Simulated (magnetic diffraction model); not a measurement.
**Which magnetic order? HoBiS₃**

Space group R-3 (no. 148), a = 7.0380 Å, c = 17.6980 Å.

| site | atom | x | y | z |
| --- | --- | --- | --- | --- |
| 6c | Bi | 1/3 | 2/3 | 0.0251 |
| 6c | Ho | 0 | 0 | 0.1435 |
| 18f | S | 0.3724 | 0.2921 | 0.0843 |

This is a made-up structure (elements placed in a structure type, unrelaxed), so the numbers test the method and describe no known phase.

Only Ho is taken to order (form factors of Ho3+); orders and moment sizes are assumed, and not adapted to the symmetry. Radiation: neutrons of λ = 1.909 Å, 8° to 40°; isotropic B of 0.33 Å² (Bi), 0.28 Å² (Ho) and 0.67 Å² (S). The intensities are simulated: I ∝ L Σ (|F_N|² + |F_M⊥|²) for unpolarised neutrons, with F_M = 2.695 fm/μB × Σ f(s) S exp(2πi Q·r) exp(−B s²) at Q = H ± k (one set where k and −k are equivalent), only the part normal to Q counting and L = 1/(sin²θ cos θ). For collinear order S is the moment m, which repeats by lattice and centring translations R with the sign exp(−2πi k·R). Form factors are spin-only for 3d ions and dipole or tabulated for f ions, scattering lengths are Sears's of 1992, and absorption is left out. A label names one of the reflections at its angle. The strongest nuclear line in the range is 100, and lines under 0.2 are left out.

Above the ordering temperature:

```csv
2θ (°),index,I
19.07,(1 0 1),0.3
21.92,(0 1 2),34.6
30.92,(1 0 4),100.0
31.48,(1 1 0),96.4
36.82,(1 1 3),30.3
37.06,(0 2 1),4.2
37.76,(0 0 6),0.4
38.69,(2 0 2),0.3
```

Below it (cell unchanged):

```tsv
2θ (°)	I
9.28	63.8
18.29	426.2
19.07	0.3
21.92	34.6
23.85	166.6
28.09	50.9
28.39	320.4
30.92	100.0
31.48	96.4
32.88	14.8
36.65	93.4
36.82	30.3
37.06	4.2
37.76	0.4
38.69	0.3
39.20	10.5
39.88	43.6
```

**Question.** Find the propagation vector, then choose among these models:
A. collinear moments along [100], 9.6 μB on Ho; signs + at (0, 0, 0.1435), − at (2/3, 1/3, 0.1898)
B. collinear moments along [100], 9.6 μB on Ho; signs + at (0, 0, 0.1435), + at (2/3, 1/3, 0.1898)
C. collinear moments along [001], 9.6 μB on Ho; signs + at (0, 0, 0.1435), + at (2/3, 1/3, 0.1898)
D. collinear moments along [001], 9.6 μB on Ho; signs + at (0, 0, 0.1435), − at (2/3, 1/3, 0.1898)

The new lines index as (0 0 3/2) at 9.28°, (0 1 1/2) at 18.29°, (1 0 5/2) at 23.85° and (0 0 9/2) at 28.09°, that is as H ± k with k = (0 0 3/2). Half indices mean that the moments reverse under translations with k·R a half-integer, and the magnetic cell has twice the primitive volume.

Magnetic intensity, observed (below minus above) and for each model:

| 2θ (°) | index | observed | A | B | C | D |
| --- | --- | --- | --- | --- | --- | --- |
| 9.28 | (0 0 3/2) | 63.8 | 63.8 | 1299.4 | <0.2 | <0.2 |
| 18.29 | (0 1 1/2) | 426.2 | 426.2 | 99.9 | 188.7 | 804.7 |
| 23.85 | (1 0 5/2) | 166.6 | 166.6 | 250.8 | 202.0 | 134.2 |
| 28.09 | (0 0 9/2) | 50.9 | 50.9 | 86.5 | <0.2 | <0.2 |
| 28.39 | (0 1 7/2) | 320.4 | 320.4 | <0.2 | <0.2 | 164.1 |
| 32.88 | (1 1 3/2) | 14.8 | 14.8 | 300.7 | 510.6 | 25.1 |
| 36.65 | (2 0 1/2) | 93.4 | 93.4 | 21.9 | 43.1 | 184.0 |
| 39.20 | (1 0 11/2) | 10.5 | 10.5 | 164.4 | 40.2 | 2.6 |

Model A matches.

The structure used: k = (0 0 3/2), collinear moments along [100], 9.6 μB on Ho; signs + at (0, 0, 0.1435), − at (2/3, 1/3, 0.1898).

[Logs are printed without paths, hosts, clocks, repeated set-up lines and the standing remarks that a program may print on its own settings, such as how far it seeks lower states.]
